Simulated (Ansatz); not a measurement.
# (CaO)2(NaF)2 [001] superlattice, started as rocksalt type: from the cell to its phonons, part 2 of 2

Wanted: vibrations and spectra of (CaO)2(NaF)2 [001] superlattice, started as rocksalt type; the cell is already relaxed.

Ansatz 0.2.0; DFT PBEsol, scalar-relativistic, plane waves, PAW.

So far: Set-up; Modes at Γ.

The structure was built from a prototype and need not be the compound's stable phase.

## (2) Modes at Γ (continued)

Optical modes at the zone centre, without and with the macroscopic field of the longitudinal modes; each column is sorted by frequency, so a row need not hold one and the same mode. Modes with and without the field, by row:

```
rank among optical modes  no field (cm⁻¹)  q along (1, 0, 0) (cm⁻¹)  q along (0, 0, 1) (cm⁻¹)
                       1            117.3                     117.3                     117.3
                       2            117.3                     117.5                     117.3
                       3            120.8                     120.8                     120.8
                       4            120.8                     120.8                     120.8
                       5              178                       178                       178
                       6              178                       178                       178
                       7            207.1                     207.1                     207.6
                       8            214.5                     214.5                     214.5
                       9            214.5                     218.7                     214.5
                      10            218.7                     222.7                     218.7
                      11            222.7                     222.7                     222.7
                      12            222.7                     231.5                     222.7
                      13            252.1                     252.1                       275
                      14              275                       275                     298.6
                      15            298.6                     298.6                     298.6
                      16            298.6                     307.7                     307.7
                      17            307.7                     307.7                     307.7
                      18            307.7                     319.6                     319.6
                      19            319.6                     420.2                     379.6
                      20            420.2                       441                     420.2
                      21              441                     524.6                     506.3
```

Born charge (rows field, columns displacement) (e), principal values of the symmetric part by kind of site:

```
atom  atoms with these values    low  middle   high   mean
 Ca1                        2   1.72    2.41   2.41   2.18
  F3                        2  -1.49   -1.02  -1.02  -1.17
 Na5                        2   1.01    1.01   1.24   1.09
  O7                        2  -2.41   -2.41  -1.47  -2.10
```

In full for Na5:

```
1.01 0.00 0.00
0.00 1.01 0.00
0.00 0.00 1.24
```

High-frequency dielectric tensor:

```
2.94 0.00 0.00
0.00 2.94 0.00
0.00 0.00 2.57
```

Static dielectric tensor (ions relaxed, fixed cell):

```
10.60  0.00  0.00
 0.00 10.60  0.00
 0.00  0.00  7.73
```

Transverse modes. Lines of the infrared spectrum (strongest = 100):

```
position (cm⁻¹)  label  relative intensity
            117     Eu                 0.1
            121     Eg                 0.0
            178     Eg                 0.0
            207    A2u                 0.4
            214     Eu                  26
            219    A1g                 0.0
            223     Eg                 0.0
            252    A2u                  34
            275    A1g                 0.0
            299     Eu                 100
            308     Eg                 0.0
            320    A1g                 0.0
            420    A1g                 0.0
            441    A2u                 6.8
```

Activity x (w_L - w)^4 (n + 1)/w, 532 nm, 300 K; modes without the macroscopic field alone. Lines of the Raman spectrum (strongest = 100):

```
position (cm⁻¹)  label  relative intensity
            117     Eu                 0.0
            121     Eg                 8.5
            178     Eg                 1.5
            207    A2u                 0.0
            214     Eu                 0.0
            219    A1g                 100
            223     Eg                 7.5
            252    A2u                 0.0
            275    A1g                  25
            299     Eu                 0.0
            308     Eg                 0.0
            320    A1g                  29
            420    A1g                  38
            441    A2u                 0.0
```

Before it was imposed, the acoustic sum rule was missed by 3.6e-4 eV/Å² and the charge sum rule by 0.010 e. Small misses are needed for a sound result but don't prove that mesh and cutoff are converged. The lowest optical mode is real, 117 cm⁻¹.

## (3) Isotope substitution, element Ca, natural mass 40.078 amu

An isotope changes the mass and not the force constants, so no new electronic calculation is needed; the shifts show which modes move this element.

The same force constants with the mass of Ca changed from 40.078 to 47.953 u (phonopy, no LO-TO term). Both lists are sorted by frequency; levels can cross, so a row need not hold one and the same mode. Modes under 3 cm⁻¹ are left out. Isotope shifts, by row:

```
    q  rank  natural mass (cm⁻¹)  changed mass (cm⁻¹)
0 0 0     4                117.3                113.9
0 0 0     5                117.3                113.9
0 0 0     6                120.8                119.2
0 0 0     7                120.8                119.2
0 0 0     8                  178                167.4
0 0 0     9                  178                167.4
0 0 0    10                207.1                200.9
0 0 0    11                214.5                212.7
0 0 0    12                214.5                214.5
0 0 0    13                218.7                214.5
0 0 0    14                222.7                222.7
0 0 0    15                222.7                222.7
0 0 0    16                252.1                251.3
0 0 0    17                  275                263.6
0 0 0    18                298.6                292.3
0 0 0    19                298.6                292.3
0 0 0    20                307.7                303.1
0 0 0    21                307.7                303.1
0 0 0    22                319.6                318.1
0 0 0    23                420.2                413.9
0 0 0    24                  441                433.4
```

A mode of this element alone would shift by -8.58 %. The highest zone-centre frequency without the field goes from 441.0 to 433.4 cm⁻¹ (-1.7 %). The product of the frequency ratios over all optical modes at Γ is 0.656; the product rule, (m/m′)^(3k/2) (M′/M)^(3/2) with k = 2 such atoms and M the mass of the cell, gives 0.656.

## (4) Isotope substitution, element O, natural mass 15.999 amu

The same for O, from 16.00 to 18.00 u.

A mode of this element alone would shift by -5.72 %. The highest zone-centre frequency without the field goes from 441.0 to 425.1 cm⁻¹ (-3.6 %). The product of the frequency ratios over all optical modes at Γ is 0.724; the product rule, (m/m′)^(3k/2) (M′/M)^(3/2) with k = 2 such atoms and M the mass of the cell, gives 0.724.

## (5) What came out

| Quantity | Value |
| --- | --- |
| space group (within 0.01 Å) | P4/nmm |
| volume per atom | 13.1 Å³ |
| gap on the k-mesh | 3.47 eV |
| highest optical mode at the zone centre (no LO-TO term) | 441 cm⁻¹ |
| top of the zone-centre spectrum with the field | 525 cm⁻¹ |
| lowest optical zone-centre mode | 117 cm⁻¹ |
| mean high-frequency dielectric constant | 2.82 |
| mean static dielectric constant | 9.64 |
| largest Born charge (third of the trace) | 2.18 e |
| imaginary modes at Γ (the only wavevector solved) | none |

The structure is stable against zone-centre distortions, since no mode there is imaginary; runs at other wavevectors are not part of this account. Without the field, the optical modes at Γ span 117 to 441 cm⁻¹. The dispersion is not part of this account. With the macroscopic field of the longitudinal modes the top of the zone-centre spectrum lies at 525 cm⁻¹, against 441 cm⁻¹ without it. Lattice motion raises the mean dielectric constant from 2.818 to 9.643. The strongest infrared line is at 299 cm⁻¹. Averaged over orientations, the strongest Raman line at 532 nm and 300 K is at 219 cm⁻¹. The starting cell was built on a prototype and not taken from a measurement, so the phase need not exist. These are harmonic frequencies at zero temperature: anharmonic shifts, linewidths and thermal expansion are left out.

[Logs are printed without paths, hosts, clocks, repeated set-up lines and the standing remarks that a program may print on its own settings, such as how far it seeks lower states.]

[Hosts, paths, dates, database ids (printed as entryN), source tags and the programs' standing remarks are cut or masked in the printed files.]
